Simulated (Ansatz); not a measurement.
In doubt: masses and optical values from hybrid runs of this build are listed as unsure, which bears on the screening that GW takes from such a start.

Rows from a G0W0 calculation on Bi2Te2Pb2S3 (P-3m1) (Ansatz 0.2.0; G0W0 on HSE06, plane waves, PAW; PAW set soft_1; 6×6×2 mesh, 604 empty bands, screening to 100 eV, PAW set soft_1 files), in eV. Spin-orbit coupling is left out.

```
row  k  band  start       Σx  Σc at the solution      Vxc
  A  Γ    c1  8.868   -8.581              -3.127  -11.665
  B  Γ    c2  9.779   -9.607              -3.201  -12.799
  C  Γ    v2  7.155  -16.223               0.968  -15.232
  D  Γ    v1  8.070  -15.878               0.529  -15.300
  E  Γ    c3  9.976   -9.360              -3.175  -12.555
  F  Γ    v3  7.104  -15.614               1.101  -14.441
```

Question: Work out each quasiparticle level and how far it moved.

The quasiparticle equation reads E = start + Σx + Σc(E) − Vxc.

```
row  E (eV)  shift (eV)
  A   8.824      −0.044
  B   9.770      −0.009
  C   7.132      −0.023
  D   8.021      −0.049
  E   9.996      +0.020
  F   7.031      −0.073
```

The gap over the computed points goes from 0.80 eV to 0.80 eV.

Limits: not at the basis limit; no spin-orbit coupling.

[Paths, hosts, dates, memory and timing lines, banners, echoed tables and standing remarks are left out of the program output.]

[Logs are printed without paths, hosts, clocks, repeated set-up lines and the standing remarks that a program may print on its own settings, such as how far it seeks lower states.]

[Runs of the session that timed out or met a known fault of the program may be left out.]

[Cells called generated may have been cut or substituted from an entry of the Crystallography Open Database or the Materials Project.]

[Hosts, paths, dates, database ids (printed as entryN), source tags and the programs' standing remarks are cut or masked in the printed files.]
